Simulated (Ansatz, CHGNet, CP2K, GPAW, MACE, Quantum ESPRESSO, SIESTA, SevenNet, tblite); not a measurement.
**Running random packing of B74C26 (at. %) (103 atoms) with GPAW**

Aim: run random packing of B74C26 (at. %) (103 atoms) in GPAW and see how near its forces come to a plane-wave reference, and at what cost.

Calculated with GPAW 26.7.0; the method is named at each step.

## Step 1: The structure

The cell holds 103 atoms: 76 B and 27 C. Its edges and angles: a = 9.542 Å, b = 9.542 Å, c = 9.542 Å, α = 90.0°, β = 90.0°, γ = 90.0°. 103 atoms (76 B, 27 C) packed at random in a cube at 2.19 g/cm³ and pushed apart as soft spheres; a start for melting by ab initio MD, not an equilibrated structure. Then every atom was moved at random, 0.05 Å r.m.s. a Cartesian component.

The yardstick, on the same geometry:

| Item | Value |
| --- | --- |
| method | Kohn-Sham DFT, PBE, PAW, plane waves (Ansatz 0.2.0); cutoff 420 eV, Γ point, fermi-dirac smearing of 0.05 eV; PAW set soft_2 |
| r.m.s. force component | 1.347 eV/Å |
| longest force | 5.655 eV/Å |
| pressure | -21.56 GPa |
| SCF cycles | 8 |
| time | 14 s on 4 threads of Arm Neoverse N1, shared host |
| CPU time | 52 s |

## Step 2: PBE, LCAO dzp, h 0.2 Å

Method: Kohn-Sham DFT, PBE, PAW, atomic orbitals (dzp).

run.py reads:

```python
import numpy as np
from ase.io import read
from gpaw import GPAW, FermiDirac
from ase.parallel import parprint as print

atoms = read("structure.xyz")
atoms.calc = GPAW(
    mode="lcao",
    basis="dzp",
    h=0.2,
    xc="PBE",
    kpts={"size": (1, 1, 1), "gamma": True},
    occupations=FermiDirac(0.05),
    maxiter=200,
    symmetry={"point_group": False},
    txt="gpaw.txt",
)
energy = atoms.get_potential_energy(force_consistent=True)
forces = atoms.get_forces()
print(f"energy {energy:.6f} eV")
print("forces (eV/A)")
for i, (a, f) in enumerate(zip(atoms, forces)):
    print(f"{i:4d} {a.symbol:2s} {f[0]:10.5f} {f[1]:10.5f} {f[2]:10.5f}")
print(f"Fermi level {atoms.calc.get_fermi_level():.4f} eV")
for k in range(len(atoms.calc.get_ibz_k_points())):
    for s in range(atoms.calc.get_number_of_spins()):
        e = atoms.calc.get_eigenvalues(kpt=k, spin=s)
        n = np.searchsorted(e, atoms.calc.get_fermi_level())
        print(f"k {k} spin {s} levels about the Fermi level:", np.round(e[max(n - 6, 0):n], 4).tolist(), "|", np.round(e[n:n + 6], 4).tolist())
```

structure.xyz reads:

```xyz
103
Lattice="9.54210 0.00000 0.00000 0.00000 9.54210 0.00000 0.00000 0.00000 9.54210" Properties=species:S:1:pos:R:3 pbc="T T T"
B 4.60826 4.75273 1.51424
B 6.40323 0.45621 0.91785
B 6.95810 5.76839 1.45507
B 5.74692 6.87270 2.34640
B 8.13932 0.83932 8.72320
B 3.68325 9.34925 8.98255
B 0.46833 1.51252 3.19508
B 2.57179 6.16735 1.05564
B 1.65059 1.48084 0.08168
B 6.48624 1.23599 3.73096
B 5.48509 0.31479 6.85371
B 2.45117 4.77086 4.94395
B 3.81903 0.18989 1.93304
B 4.43708 2.05002 3.31349
B 8.76308 3.12704 9.20927
B 2.78601 5.25493 2.81158
B 7.77481 9.04200 5.69062
B 9.24248 4.62506 4.22352
B 3.46626 6.23920 6.78004
B 7.43616 2.98811 8.03464
B 8.42472 1.75718 0.76241
B 3.66006 2.72589 9.14419
B 5.38060 3.27284 2.71893
B 4.00005 6.66678 2.38543
B 1.82550 3.06445 5.09023
B 0.53197 7.36297 3.14641
B 1.94907 2.70614 7.01115
B 2.07083 6.88548 8.29399
B 4.36246 5.40598 4.97315
B 2.30098 1.14248 2.42856
B 8.70383 3.99671 7.68483
B 4.23717 1.37072 8.06832
B 2.58114 4.89767 6.71678
B 8.45401 7.18472 0.45001
B 1.19314 0.04685 3.42361
B 0.43751 1.08914 5.54615
B 2.66902 7.70191 2.08924
B 6.90552 3.82495 4.52830
B 7.44656 5.91820 6.95333
B 4.20492 2.59717 1.36805
B 1.97187 6.96344 6.16649
B 2.08428 8.75908 4.59109
B 6.32947 4.88069 6.37851
B 2.45871 4.60282 9.03169
B 0.49218 2.45785 1.37664
B 7.76765 2.57589 3.42638
B 8.65898 7.88826 4.16608
B 1.73494 8.47997 7.91584
B 9.09744 3.58907 1.75021
B 0.74486 4.10148 8.81041
B 8.57367 8.77005 2.46272
B 0.99505 5.11409 3.08363
B 0.44209 8.77549 8.82606
B 5.26552 1.97684 6.40991
B 4.88059 0.87358 0.11880
B 1.56214 4.77725 1.11251
[... 43 atom lines left out ...]
C 6.85943 7.08949 8.08235
C 1.80556 0.30182 6.99216
C 0.65917 7.66832 5.38022
C 5.29090 5.04205 3.42351
```

Started as:

```
$ OMP_NUM_THREADS=1 mpirun -np 2 gpaw python run.py > output.txt
```

Output:

```text
energy -553.705479 eV
forces (eV/A)
   0 B    -0.02009    0.95923    1.00066
   1 B    -1.04214    1.91887   -0.04245
   2 B     0.10909   -0.11996   -0.22607
   3 B     1.23839   -3.06351    1.12077
   4 B     0.99059   -0.67249    0.10803
   5 B     0.14717   -0.07602   -0.95834
   6 B    -1.06151    2.46423   -1.15285
   7 B     0.85299    0.45062   -1.77292
   8 B    -0.40371    0.53997    1.43446
   9 B    -0.30832   -1.31549   -0.42665
  10 B    -0.72996   -0.32029    1.27181
  11 B     1.20677    0.33416   -1.09781
  12 B     0.07807   -0.85777    0.01361
  13 B    -0.68468    0.20919    2.53854
  14 B     1.04390   -0.22065    0.43541
  15 B     0.23623    0.27706   -1.01138
  16 B    -0.49885   -2.58803   -0.69164
  17 B    -1.58399    1.50026    1.68613
  18 B     3.10740    0.57690    1.31246
  19 B    -2.83549   -0.39573    1.28271
  20 B     0.07192   -2.06578    0.42177
  21 B    -0.58889   -0.18858   -0.84969
  22 B     0.92900    2.71006   -0.55827
  23 B    -0.83984   -0.74097    0.81791
[...]
95 C    -0.39799    0.55067    1.45427
  96 C     1.92283    3.03968   -1.24241
  97 C     2.63270    1.68950    0.59955
  98 C     0.63779   -0.51615    0.39493
  99 C     1.75811    2.17453   -2.03436
 100 C     0.21553   -0.06950   -1.82509
 101 C    -0.02414   -3.13258    0.12289
 102 C    -0.14608   -1.53671    1.22246
Fermi level 7.4510 eV
k 0 spin 0 levels about the Fermi level: [7.0973, 7.2152, 7.2769, 7.3498, 7.3805, 7.4231] | [7.4644, 7.5366, 7.5648, 7.6226, 7.7279, 7.7718]
```

gpaw.txt:

```text
Input parameters:
  mode=LCAO(),
  basis={'default': 'dzp'},
  h=0.2,
  kpts=MonkhorstPack(size=(1, 1, 1), gamma=True),
  maxiter=200,
  occupations=Occupations(name='fermi-dirac', width=0.05, fixmagmom=False),
  symmetry=Symmetry(point_group=False),
  xc=XC(name='PBE')
Unit cell  # Å
| periodic |        x |        y |        z |  lengths |    angles |
|----------|----------|----------|----------|----------|-----------|
|      yes | 9.542100 | 0.000000 | 0.000000 | 9.542100 | 90.000000 |
|      yes | 0.000000 | 9.542100 | 0.000000 | 9.542100 | 90.000000 |
|      yes | 0.000000 | 0.000000 | 9.542100 | 9.542100 | 90.000000 |
Number of symmetries: 1
Symmetry operations  # r_c * U_cc + t_c -> r_c
|   | kind |            matrix            |
|---|------|------------------------------|
| 0 |  E   |  1, 0, 0,  0, 1, 0,  0, 0, 1 |
BZ-sampling:
  Number of BZ points: 1
  Number of IBZ points: 1
  Monkhorst-Pack size: [1, 1, 1]
  Monkhorst-Pack shift: [0, 0, 0]
[... lines left out ...]
      Number of RI-basis functions 0
Reference energy: -78627.166228  # eV
eigensolver:
density mixing:
  MSR1-Mixer
occupation numbers:
  Fermi-Dirac:
    width: 0.0500  # eV
FastPoissonSolver using
    Stencil: 6*3+1=19 point O(h^6) finite-difference Laplacian
xc functional:
  name: PBE with 2 nearest neighbor stencil
interpolation: tri-quintic # 5. degree polynomial
Initialization done in: 10.004 s
convergence criteria:
- Maximum [total energy] change in last 3 cyles: 0.0005 eV / valence electron
- Maximum integral of absolute [dens]ity change: 0.0001 electrons / valence electron
- Maximum integral of absolute [eigenst]ate change: 4e-08 eV^2 / valence electron
maximum number of iterations: 200
SCF iterations
|iter     |      energy | eigst |  dens |
|---------|-------------|-------|-------|
|iter:   1| -564.922954 |      c|       |
|iter:   2| -561.268150 |      c| -0.95 |
|iter:   3| -582.951525 |      c| -0.99 |
|iter:   4| -560.950893 |      c| -0.92 |
[...]
|iter:   9| -553.737592c|      c| -1.90 |
|iter:  10| -553.560788 |      c| -2.00 |
|iter:  11| -553.577820 |      c| -2.42 |
|iter:  12| -553.545935c|      c| -2.38 |
|iter:  13| -553.540885c|      c| -2.74 |
[...]
|iter:  18| -553.540088c|      c| -3.66 |
|iter:  19| -553.539996c|      c| -3.65 |
|iter:  20| -553.540112c|      c| -4.10c|
Converged in 20 steps
SCF loop duration: 570.345 s (28.517 s/step)
Energy contributions relative to reference atoms: (reference = -78627.166228)
Energy contributions:
  Kinetic:          79.722820
  Coulomb:         -48.032578
  Zero:              4.308338
  External:          0.000000
  Xc:             -589.373325
  Entropy:          -0.330733
  Spinorbit:         0.000000
  ----------------------------
  Free energy:    -553.705479
  Extrapolated:   -553.540112
dipole moment: (-25.928626, -40.728597, -47.481264)  # |e|*Ang
Fermi level: 7.451
Eigenvalues  # (at kpt = [0.000, 0.000, 0.000])
| band index |      eig [eV] | occ [0-2] |
|------------|---------------|-----------|
|          0 |        -9.811 |     2.000 |
|        ... |               |           |
|        160 |         6.965 |     2.000 |
|        161 |         7.042 |     1.999 |
[...]
|        175 |         7.975 |     0.000 |
|        ... |               |           |
|        205 |         9.661 |     0.000 |
Gap: 0.041 eV
Transition (v -> c):
  (s=0, k=0, n=167, [0.00, 0.00, 0.00]) -> (s=0, k=0, n=168, [0.00, 0.00, 0.00])
No difference between direct/indirect transitions
Force computation time: 97.302  # s
```

Run time: 11 min. Hardware: 2 MPI ranks of Arm Neoverse N1, shared host; peak memory 1.6 GiB; 23 min of CPU time.

Banners, paths, timers and routine set-up lines are dropped from the logs unmarked, and long logs keep their key lines alone; longer cuts are marked.

Compared with the plane-wave run:

```yaml
r_m_s_force_component: 1.395 eV/Å
r_m_s_difference_of_force_components: 137.6 meV/Å
longest_difference_of_force_vectors: 570.3 meV/Å
force_difference_over_r_m_s_force: 10.21 %
slope_of_forces_against_the_reference_s: 1.031
correlation_of_force_components: 0.9956
```

Length of the force difference by element (eV/Å):

| element | atoms | mean | most |
| --- | --- | --- | --- |
| B | 76 | 0.23 | 0.57 |
| C | 27 | 0.17 | 0.41 |

A closer look about B49, which bears the longest force: 11 atoms, nearest first, numbered in the order of the input, with positions taken from that point.

| atom | x | y | z | distance (Å) | Fx | Fy | Fz (eV/Å) |
| --- | --- | --- | --- | --- | --- | --- | --- |
| B49 | 0.00 | 0.00 | 0.00 | 0.00 | -4.53 | 3.86 | 0.56 |
| B45 | 0.94 | -1.13 | -0.37 | 1.52 | 3.48 | -4.11 | -0.20 |
| B57 | -1.79 | 0.40 | -0.10 | 1.84 | -0.88 | -1.87 | -2.07 |
| B68 | -0.98 | 1.34 | 0.96 | 1.92 | 1.89 | 1.09 | 1.26 |
| B15 | -0.33 | -0.46 | -2.08 | 2.16 | 1.04 | -0.22 | 0.44 |
| B21 | -0.67 | -1.83 | -0.99 | 2.19 | 0.07 | -2.07 | 0.42 |
| B72 | 0.02 | 1.48 | -1.71 | 2.26 | -0.62 | 1.03 | 0.91 |
| B46 | -1.33 | -1.01 | 1.68 | 2.37 | -1.02 | -0.19 | 0.21 |
| B56 | 2.01 | 1.19 | -0.64 | 2.42 | 1.32 | -0.90 | 0.20 |
| B64 | 0.34 | 2.40 | -0.14 | 2.43 | -0.40 | 1.33 | 0.45 |
| B52 | 1.44 | 1.53 | 1.33 | 2.49 | 1.38 | -0.72 | 0.27 |

Atoms are counted from 1 here, from 0 in the log.

Forces lie 10 % from the reference's, at 26 times its CPU time (on 2 against 4 cores).

## Step 3: PBE, LCAO sz(dzp), h 0.2 Å

Method: Kohn-Sham DFT, PBE, PAW, atomic orbitals (sz(dzp)).

Edit run.py of step 2 so:

```diff
@@ -3,3 +3,2 @@
 from gpaw import GPAW, FermiDirac
-from ase.parallel import parprint as print
 
@@ -8,3 +7,3 @@
     mode="lcao",
-    basis="dzp",
+    basis="sz(dzp)",
     h=0.2,
```

structure.xyz is that of step 2.

Started as:

```
$ OMP_NUM_THREADS=1 python run.py > output.txt
```

Output:

```text
energy -491.300990 eV
forces (eV/A)
   0 B     0.02636    0.55799    0.14594
   1 B    -1.30207    2.46655    0.54817
   2 B    -0.28791    0.35317   -1.38781
   3 B     1.14890   -3.43270    1.13589
   4 B     1.70935   -0.06301   -1.03282
   5 B    -0.89801   -1.09798   -0.85137
   6 B    -1.24520    4.15518   -1.55032
   7 B     1.27998    1.17621   -2.60463
   8 B    -0.31741    0.47994    0.96258
   9 B    -0.69901   -1.66356    0.16424
  10 B     0.05475   -0.90879    1.09180
  11 B     1.72263    0.12622   -0.64908
[...]
98 C     0.79575   -0.45082    0.30612
  99 C     1.64115    2.04014   -0.92801
 100 C     0.43691    0.95495   -2.81058
 101 C    -0.90722   -2.26671    0.48509
 102 C     0.29066   -1.61323    1.65535
Fermi level 7.5245 eV
k 0 spin 0 levels about the Fermi level: [7.1714, 7.3136, 7.3409, 7.4352, 7.4601, 7.5] | [7.55, 7.5723, 7.6506, 7.6756, 7.7858, 7.8821]
```

gpaw.txt:

```text
Input parameters:
  mode=LCAO(),
  basis={'default': 'sz(dzp)'},
  h=0.2,
  kpts=MonkhorstPack(size=(1, 1, 1), gamma=True),
  maxiter=200,
  occupations=Occupations(name='fermi-dirac', width=0.05, fixmagmom=False),
  symmetry=Symmetry(point_group=False),
  xc=XC(name='PBE')
[... lines left out ...]
  Fermi-Dirac:
[... lines left out ...]
convergence criteria:
- Maximum [total energy] change in last 3 cyles: 0.0005 eV / valence electron
[... lines left out ...]
Converged in 20 steps
[... lines left out ...]
  Free energy:    -491.300990
[... lines left out ...]
Fermi level: 7.525
[... lines left out ...]
|          0 |       -10.185 |     2.000 |
|        ... |               |           |
|        160 |         7.005 |     2.000 |
|        161 |         7.123 |     1.999 |
[...]
|        175 |         8.066 |     0.000 |
|        ... |               |           |
|        205 |         9.831 |     0.000 |
Gap: 0.050 eV
Transition (v -> c):
  (s=0, k=0, n=167, [0.00, 0.00, 0.00]) -> (s=0, k=0, n=168, [0.00, 0.00, 0.00])
No difference between direct/indirect transitions
Force computation time: 19.359  # s
timing:  # [seconds]
  Total:  190.440  # ━━━━━━━━━━━━━━━━━━━━━━━━━━━━━━━━━━━━━━━━━━━━━━━━━━━━━━━━
  Init:    12.089  # ━━━╸
  SCF:    158.934  # ━━━━━━━━━━━━━━━━━━━━━━━━━━━━━━━━━━━━━━━━━━━━━━╸
  Forces:  19.359  # ━━━━━╸
```

It took 3.2 min on 1 thread; peak memory 0.75 GiB.

Compared with the plane-wave run:

```
r.m.s. force component                  : 1.723 eV/Å
r.m.s. difference of force components   : 857.1 meV/Å
longest difference of force vectors     : 3691 meV/Å
force difference over r.m.s. force      : 63.61 %
slope of forces against the reference's : 1.115
correlation of force components         : 0.8722
```

This is a coarse setting, run to see what it loses.

Against the first run (10 %), the force difference from the reference is 64 %, at 0.14 times the CPU time (on 1 against 2 cores), with 412 basis functions against 1339: the smaller basis costs accuracy.

## Step 4: All runs compared

Differences are against the plane-wave reference, forces as r.m.s. over components; share is that over the reference's r.m.s. force, slope the least-squares factor from reference forces to these. Total energies of different programs have different zeros and aren't compared.

| run | Δ force, r.m.s. (meV/Å) | share (%) | slope | cores | CPU time | memory (GiB) |
| --- | --- | --- | --- | --- | --- | --- |
| reference | - | - | - | 4 | 52 s | 1.00 |
| GPAW PBE, LCAO dzp, h 0.2 Å | 138 | 10.2 | 1.031 | 2 | 23 min | 1.6 |
| GPAW PBE, LCAO sz(dzp), h 0.2 Å (coarse) | 857 | 63.6 | 1.115 | 1 | 3.2 min | 0.75 |

Rows marked coarse were listed beforehand as settings not expected to be converged; some can still land near the reference.

CPU time is summed over cores on a shared host, where runs went side by side, so it is rough. Symmetry, cutoffs, thresholds, outputs and thread counts weren't matched or tuned between programs; memory under MPI is the largest rank's times the ranks.

A second geometry, displaced anew (every atom was moved at random, 0.08 Å r.m.s. a Cartesian component), gives an energy difference that all programs can be tested on. The reference puts it at -3.534 meV/atom.

| run | energy less the first geometry's (meV/atom) | error (meV/atom) | force share at the second geometry (%) |
| --- | --- | --- | --- |
| GPAW PBE, LCAO dzp, h 0.2 Å | 2.035 | 5.57 | 12.0 |
| GPAW PBE, LCAO sz(dzp), h 0.2 Å | 40.96 | 44.5 | 68.2 |

## Step 5: Summary of results

| Property | Result |
| --- | --- |
| nearest in forces | GPAW PBE, LCAO dzp, h 0.2 Å, 10 % |
| its CPU time | 23 min |

In words: The PBE run in local orbitals, coarse settings apart, differs by 10 % (GPAW PBE, LCAO dzp, h 0.2 Å); basis, grid and potentials can all enter. Runs with settings chosen to be coarse differ by 64 % (GPAW PBE, LCAO sz(dzp), h 0.2 Å), their programs' other errors included. None of the electronic-structure runs in the table takes under half the reference's CPU time of 52 s; they take 3.7 to 26 times as much. The energy difference between the two geometries, -3.53 meV/atom in the reference, is met best by GPAW PBE, LCAO dzp, h 0.2 Å (+5.57) and worst by GPAW PBE, LCAO sz(dzp), h 0.2 Å (coarse) (+44.5). The reference's stress is far from hydrostatic: its diagonal is -18.2, -20.8, -25.7 GPa, compression counted positive. The reference's pressure of -22 GPa says that the cell would shrink at this level of theory. The electronic-structure runs sample only Γ, in a cell whose shortest periodic width is 10 Å, which is coarse for a cell with partly filled levels.

[Also dropped from logs without a mark: logging warnings of Python, and SIESTA's first energy breakdown and zero terms.]

[Logs are printed without paths, hosts, clocks, repeated set-up lines and the standing remarks that a program may print on its own settings, such as how far it seeks lower states.]

[Hosts, paths, dates, database ids (printed as entryN), source tags and the programs' standing remarks are cut or masked in the printed files.]
